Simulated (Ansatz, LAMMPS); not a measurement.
## A frame of liquid Al from 1400 K, run at 300 K (94 atoms) in motion

How do the atoms of a frame of liquid Al from 1400 K, run at 300 K (94 atoms) move, and what local order do they keep?

Program: Ansatz 0.2.0. Level of theory: Kohn-Sham DFT, PBE, PAW (set soft_2), plane waves. Results are calculated unless marked as measured.

**1. The structure**

The cell holds 94 atoms: 94 Al. Its edges and angles: a = 12.225 Å, b = 12.225 Å, c = 12.225 Å, α = 90.0°, β = 90.0°, γ = 90.0°. 94 atoms (94 Al) placed at random at 2.39 g/cm³, melted at 1400 K for 10 ps at fixed volume with the Finnis-Sinclair Al potential (Mendelev, file Al_mm.eam.fs of the LAMMPS distribution). Snapshot at the end of a hold of 10 ps at 1400 K and zero pressure.

Before any run, some limits are plain. The network of bonds at the start is that of the classical potential that made the cell. The cell was made at 1400 K but the dynamics is set to 300 K: the trajectory isn't one at 1400 K.

**2. Dynamics started at 300 K**

A Langevin thermostat couples each atom to a heat bath, at the price of damped dynamics. The time step is 2.0 fs.

input.yaml reads:

```yaml
crystal:
  lattice:
    - [12.22482, 0.0, 0.0]
    - [0.0, 12.22482, 0.0]
    - [0.0, 0.0, 12.22482]
  atoms:
    - { symbol: Al, position: [0.69761, 0.59126, 0.65696] }
    - { symbol: Al, position: [0.96452, 0.88337, 0.55777] }
    - { symbol: Al, position: [0.48314, 0.76529, 0.73816] }
    - { symbol: Al, position: [0.36415, 0.82463, 0.52312] }
    [... 84 atom lines left out ...]
    - { symbol: Al, position: [0.37102, 0.59933, 0.20278] }
    - { symbol: Al, position: [0.62437, 0.82656, 0.38374] }
    - { symbol: Al, position: [0.76837, 0.24875, 0.18308] }
    - { symbol: Al, position: [0.8593, 0.61169, 0.04412] }
    - { symbol: Al, position: [0.6578, 0.19806, 0.61683] }
    - { symbol: Al, position: [0.05954, 0.00951, 0.71246] }
kpoints:
  mp_grid: { grid: [1, 1, 1] }
hamiltonian:
  xc: pbe
scf:
  occupations: { method: fermi_dirac, width: 0.1 }
output:
  forces: true
md:
  timestep: 2.0
  n_steps: 42
  ensemble: nvt_langevin
  temperature: 300
  initial_velocities: maxwell_boltzmann
  seed: 4084
```

Command:

```sh
> ansatz run input.yaml --threads 8 --pin off --max-ram 15872MiB --backend cpu --events-out ev --progress --plain --runs-dir out
```

The job ended after 2.1 min (8 threads of Arm Neoverse V2, shared host; peak memory 1.8 GiB).

The program notes that it switched symmetry off.

Rows from the run:

```tsv
time (fs)	T (K)	potential (meV/atom)
0.0	297	0.0
6.0	439	-17.3
12.0	682	-52.1
16.0	838	-74.7
22.0	907	-98.2
28.0	910	-108.9
34.0	860	-112.0
40.0	792	-113.0
44.0	752	-113.5
50.0	675	-114.6
56.0	656	-115.6
62.0	623	-116.8
68.0	616	-120.8
72.0	598	-125.0
78.0	581	-131.5
84.0	570	-138.3
```

Mean square displacement from the first frame to the last: Al 0.21 Å².

The mean square displacement, Al by time lag:

```tsv
time lag (fs)	mean square displacement, Al (Å²)
2.0	2.5e-4
4.0	0.00102
6.0	0.00229
8.0	0.00408
10.0	0.00638
12.0	0.00917
14.0	0.0124
16.0	0.0162
18.0	0.0204
20.0	0.0249
22.0	0.0299
24.0	0.0352
26.0	0.0408
28.0	0.0467
30.0	0.0529
32.0	0.0593
34.0	0.0658
36.0	0.0725
38.0	0.0793
40.0	0.0862
42.0	0.0932
```

Over the second half of 84 fs the temperature averages 638 K, falling from about 727 to 580 K (means over the first and last quarter of that half). The atoms reach a mean square displacement of 0.21 Å² at the end; the farthest move is 0.99 Å. The mean temperature of 638 K lies well off the 300 K of the input, so the thermostat hasn't yet brought the run to equilibrium. The count of bonds goes from 508 in the first frame to 514 in the last, by one set of cutoffs: 36 pairs passed out of them and 42 came within. The run spans 0.08 ps, too short for its means to be equilibrium values.

**3. Distances and neighbours late in the run**

The g(r) is a mean over the second half; what follows it is taken at the last frame.

Density 2.31 g/cm³, 19.44 Å³ an atom.

Mean of 23 frames. Pair distribution function in bins of 0.2 Å:

```tsv
r (Å)	total
2.30	0.02
2.50	0.91
2.70	2.80
2.90	2.52
3.10	1.63
3.30	0.87
3.50	0.74
3.70	0.56
3.90	0.67
4.10	0.66
4.30	0.78
4.50	0.86
4.70	1.07
4.90	1.15
5.10	1.30
5.30	1.23
5.50	1.11
5.70	0.94
5.90	0.96
```

Bonds by pair of elements; cutoffs follow the first minimum of g(r), held within bounds set by covalent radii, and pairs that aren't listed don't count as bonded:

```tsv
pair A-B	cutoff (Å)	bonds	mean length (Å)	spread (Å)	shortest (Å)	B about A	A about B
Al-Al	3.68	514	3.00	0.295	2.43	10.9	10.9
```

How many atoms have how many bonded neighbours:

```tsv
element	mean	8	9	10	11	12	13
Al	10.9	2	10	16	37	22	7
```

Bond length by coordination (bonds to H left out):

```tsv
element	coordination	atoms	mean bond length (Å)
Al	8	2	2.90
Al	9	10	2.94
Al	10	16	2.95
Al	11	37	3.00
Al	12	22	3.02
Al	13	7	3.04
```

The first peak of g(r) lies near 2.8 Å. With the cutoffs above, 39 % of Al atoms have 11 bonded neighbours. Bonds at Al atoms with 9 neighbours average 2.94 Å, against 3.04 Å at those with 13.

**4. Single point at the last frame**

The last frame is solved again with fuller output, to read the electronic structure of a thermally displaced geometry.

input.yaml reads:

```yaml
crystal:
  lattice:
    - [12.22482, 0.0, 0.0]
    - [0.0, 12.22482, 0.0]
    - [0.0, 0.0, 12.22482]
  atoms:
    - { symbol: Al, position: [0.70304, 0.59397, 0.64459] }
    - { symbol: Al, position: [0.968, 0.85981, 0.54555] }
    - { symbol: Al, position: [0.51975, 0.76229, 0.71934] }
    - { symbol: Al, position: [0.36404, 0.82073, 0.52114] }
    [... 84 atom lines left out ...]
    - { symbol: Al, position: [0.38326, 0.5925, 0.1868] }
    - { symbol: Al, position: [0.66093, 0.84607, 0.34133] }
    - { symbol: Al, position: [0.78702, 0.24625, 0.15009] }
    - { symbol: Al, position: [0.79189, 0.60606, 0.02635] }
    - { symbol: Al, position: [0.63584, 0.24888, 0.61551] }
    - { symbol: Al, position: [0.04024, 0.00216, 0.72426] }
kpoints:
  mp_grid: { grid: [2, 2, 2] }
hamiltonian:
  xc: pbe
scf:
  occupations: { method: fermi_dirac, width: 0.1 }
output:
  forces: true
  stress: true
  populations: intrinsic
  dos:
    method: { smearing: { sigma: 0.08 } }
    de: 0.1
    projected: { site_lists: { Al: [Al] } }
  eigenvalues: true
  write_density: true
  write_potential: true
  volumetric_format: npy
  elf: true
```

Elapsed: 92 s, on 8 threads; peak memory 13 GiB.

The program notes that it cut back its work space to fit the memory limit.

Numbers from this run:

```
free energy                             : -50502.7454 eV
free energy per atom                    : -537.2632 eV/atom
SCF cycles                              : 7
pressure                                : -1.3 GPa
r.m.s. force component                  : 0.451 eV/Å
longest force                           : 1.736 eV/Å
Fermi energy                            : 6.156 eV
levels partly filled by over 2 per cent : 136
```

Neighbours are counted within 3.68 Å (Al-Al), the cutoffs taken from the dynamics.

Length of the force by element and coordination:

```tsv
element	coordination	atoms	mean length of the force (eV/Å)	spread	least	most
Al	all	94	0.702	0.343	0.120	1.74
Al	8	2	0.827	0.120	0.707	0.947
Al	9	10	0.762	0.437	0.235	1.48
Al	10	16	0.685	0.367	0.148	1.30
Al	11	37	0.715	0.291	0.284	1.74
Al	12	22	0.657	0.364	0.120	1.41
Al	13	7	0.689	0.337	0.190	1.28
```

Intrinsic-atomic-orbital charges by element and coordination:

```tsv
element	coordination	atoms	mean charge (e)	spread	least	most
Al	all	94	0	0.0481	-0.113	0.0996
Al	8	2	-0.0619	0.0374	-0.0993	-0.0246
Al	9	10	-0.0333	0.0426	-0.110	0.0174
Al	10	16	-0.03	0.0451	-0.113	0.0679
Al	11	37	0.0086	0.041	-0.101	0.084
Al	12	22	0.0099	0.0409	-0.0684	0.0688
Al	13	7	0.0572	0.0233	0.0353	0.0996
```

Density of states as counts of states in windows of 0.5 eV (from the Fermi level), total and the larger projections:

```tsv
from (eV)	to (eV)	total	Al p	Al s
-11	-10.5	0.0	0.0	0.0
-10.5	-10	1.4	0.3	1.0
-10	-9.5	4.0	1.5	2.5
-9.5	-9	6.3	3.1	3.2
-9	-8.5	7.3	3.9	3.4
-8.5	-8	7.5	4.3	3.2
-8	-7.5	11.6	6.9	4.7
-7.5	-7	9.5	5.8	3.7
-7	-6.5	12.2	7.6	4.6
-6.5	-6	11.5	7.1	4.3
-6	-5.5	15.6	9.8	5.7
-5.5	-5	13.9	8.8	5.0
-5	-4.5	13.8	9.0	4.7
-4.5	-4	14.2	9.3	4.8
-4	-3.5	18.1	12.4	5.6
-3.5	-3	18.9	13.6	5.1
-3	-2.5	17.3	12.7	4.4
-2.5	-2	16.5	12.2	4.0
-2	-1.5	21.6	15.5	5.7
-1.5	-1	18.9	13.3	5.1
-1	-0.5	21.0	14.9	5.5
-0.5	0	21.6	15.0	5.8
0	0.5	22.2	15.3	6.0
0.5	1	21.2	14.5	5.5
1	1.5	19.3	13.2	4.7
1.5	2	24.7	17.1	5.7
```

The curve was stored every 0.100 eV, coarse against its broadening of 0.08 eV, so these counts are rough.

The levels nearest the highest filled one (over half full), pooled over k-points and spins:

```tsv
level less the highest filled one (eV)	occupation
-0.0439	1.25
-0.0435	1.24
-0.0316	1.19
-0.018	1.12
-0.0173	1.12
0	1.03
0.0084	0.989
0.0112	0.976
0.0118	0.972
0.026	0.902
0.0272	0.896
0.0299	0.882
```

Intrinsic-atomic-orbital charges run from -0.11 to +0.10 e. Among metals such projection charges depend strongly on the orbitals used and are no measure of ionicity. Within 0.4 eV of the Fermi level the largest share is Al p (72 % of the projected weight).

1 further run on a deliberately doubtful input is not shown.

**5. Outcome**

| Property | Result |
| --- | --- |
| mean temperature, second half | 638.3 K |
| temperature swing, second half | 56.9 K |
| free energy per atom | -537.2632 eV/atom |
| pressure | -1.3 GPa |
| r.m.s. force component | 0.451 eV/Å |
| wall time of the 3 DFT runs, those left out included | 12 min |

Over the second half of 84 fs the temperature averages 638 K, falling from about 727 to 580 K (means over the first and last quarter of that half). The mean temperature of 638 K lies well off the 300 K of the input, so the thermostat hasn't yet brought the run to equilibrium. The count of bonds goes from 508 in the first frame to 514 in the last, by one set of cutoffs: 36 pairs passed out of them and 42 came within. The run spans 0.08 ps, too short for its means to be equilibrium values. With the cutoffs above, 39 % of Al atoms have 11 bonded neighbours. 136 levels are partly filled, by over 2 % (on the run's k-points), as in a metal.

**Limits.** The network of bonds at the start is that of the classical potential that made the cell; in DFT 36 of its 508 bonded pairs passed out of the cutoffs and 42 came within them. The dynamics ran on a 1×1×1 mesh and the single point on 2×2×2, so their forces and energies differ by that too. The pressure of a single frame lacks the kinetic term, about 0.45 GPa here.

[Logs are printed without paths, hosts, clocks, repeated set-up lines and the standing remarks that a program may print on its own settings, such as how far it seeks lower states.]

[Hosts, paths, dates, database ids (printed as entryN), source tags and the programs' standing remarks are cut or masked in the printed files.]
